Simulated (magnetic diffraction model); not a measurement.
# Which magnetic order? CeTiAl

Space group Pnma (no. 62), a = 7.6080 Å, b = 4.5380 Å, c = 7.2420 Å.

```csv
site,atom,x,y,z
4c,Ce,0.0124,3/4,0.3233
4c,Ti,0.7009,3/4,0.6155
4c,Al,0.3664,3/4,0.5788
```

The compound is invented for this exercise: a known structure type with other elements, its cell scaled to their sizes and not relaxed.

Only Ce is taken to order (form factors of Ce3+); orders and moment sizes are assumed, and not adapted to the symmetry. Radiation: neutrons of λ = 4.2 Å, 1.5° to 100°; isotropic B of 0.23 Å² (Ce), 0.45 Å² (Ti) and 0.44 Å² (Al). The intensities are simulated: I ∝ L Σ (|F_N|² + |F_M⊥|²) for unpolarised neutrons, with F_M = 2.695 fm/μB × Σ f(s) S exp(2πi Q·r) exp(−B s²) at Q = H ± k (one set where k and −k are equivalent), only the part normal to Q counting and L = 1/(sin²θ cos θ). For a modulated order the moment at position r is S exp(−2πi k·r) + c.c., with S = m/2 for a sine wave of amplitude m and S = m(u + iv)/2 for moments turning in a plane, u and v being orthogonal unit vectors in it; the phase factor of the sum at Q = H + k is then exp(2πi H·r). Form factors are spin-only for 3d ions and dipole or tabulated for f ions, scattering lengths are Sears's of 1992, and absorption is left out. A label names one of the reflections at its angle. The strongest nuclear line in the range is 100, and lines under 0.2 are left out.

Above the ordering temperature:

```
2θ (°)    index      I
 47.20  (1 0 1)    3.5
 66.20  (0 1 1)   62.4
 67.02  (2 0 0)   64.3
 70.89  (0 0 2)    2.4
 75.45  (1 1 1)  100.0
 77.16  (2 0 1)   26.9
 79.92  (1 0 2)   51.0
 92.17  (2 1 0)   37.3
```

Below it (cell unchanged):

```csv
2θ (°),I
10.62,388.2
47.20,3.5
48.52,8.2
56.10,19.9
66.20,62.4
67.02,64.3
68.08,11.1
70.89,2.4
71.93,3.8
75.45,100.0
77.16,26.9
77.58,12.9
78.16,0.3
79.92,51.0
83.32,0.3
92.17,37.3
92.97,14.2
95.69,11.0
```

**Question.** Find the propagation vector, then choose among these models:
A. moments turning in the plane of [010] and [001], 1.7 μB on Ce; signs + at (0.0124, 3/4, 0.3233), + at (0.4876, 1/4, 0.8233), + at (0.5124, 3/4, 0.1767), + at (0.9876, 1/4, 0.6767)
B. moments turning in the plane of [100] and [001], 1.7 μB on Ce; signs + at (0.0124, 3/4, 0.3233), + at (0.4876, 1/4, 0.8233), + at (0.5124, 3/4, 0.1767), + at (0.9876, 1/4, 0.6767)
C. a sine wave with moments along [100] (amplitudes given), 1.7 μB on Ce; signs + at (0.0124, 3/4, 0.3233), + at (0.4876, 1/4, 0.8233), + at (0.5124, 3/4, 0.1767), + at (0.9876, 1/4, 0.6767)
D. moments turning in the plane of [100] and [010], 1.7 μB on Ce; signs + at (0.0124, 3/4, 0.3233), + at (0.4876, 1/4, 0.8233), + at (0.5124, 3/4, 0.1767), + at (0.9876, 1/4, 0.6767)

The new lines index as (0 1/5 0) at 10.62°, (1 1/5 1) at 48.52°, (0 4/5 1) at 56.10° and (2 1/5 0) at 68.08°, that is as H ± k with k = (0 1/5 0). Satellites come in pairs about each point of the reciprocal lattice.

Magnetic intensity, observed (below minus above) and for each model:

| 2θ (°) | index | observed | A | B | C | D |
| --- | --- | --- | --- | --- | --- | --- |
| 10.62 | (0 1/5 0) | 388.2 | 194.1 | 388.2 | 194.1 | 194.1 |
| 48.52 | (1 1/5 1) | 8.2 | 11.3 | 8.2 | 4.3 | 11.7 |
| 56.10 | (0 4/5 1) | 19.9 | 12.3 | 19.9 | 12.3 | 17.0 |
| 68.08 | (2 1/5 0) | 11.1 | 21.2 | 11.1 | 0.3 | 10.8 |
| 71.93 | (0 1/5 2) | 3.8 | 3.7 | 3.8 | 3.7 | 7.3 |
| 77.58 | (0 6/5 1) | 12.9 | 7.2 | 12.9 | 7.2 | 8.8 |
| 92.97 | (2 4/5 1) | 14.2 | 17.7 | 14.2 | 4.7 | 13.0 |
| 95.69 | (1 4/5 2) | 11.0 | 10.0 | 11.0 | 7.6 | 14.1 |

Model B matches.

The structure used: k = (0 1/5 0), moments turning in the plane of [100] and [001], 1.7 μB on Ce; signs + at (0.0124, 3/4, 0.3233), + at (0.4876, 1/4, 0.8233), + at (0.5124, 3/4, 0.1767), + at (0.9876, 1/4, 0.6767).

[Logs are printed without paths, hosts, clocks, repeated set-up lines and the standing remarks that a program may print on its own settings, such as how far it seeks lower states.]
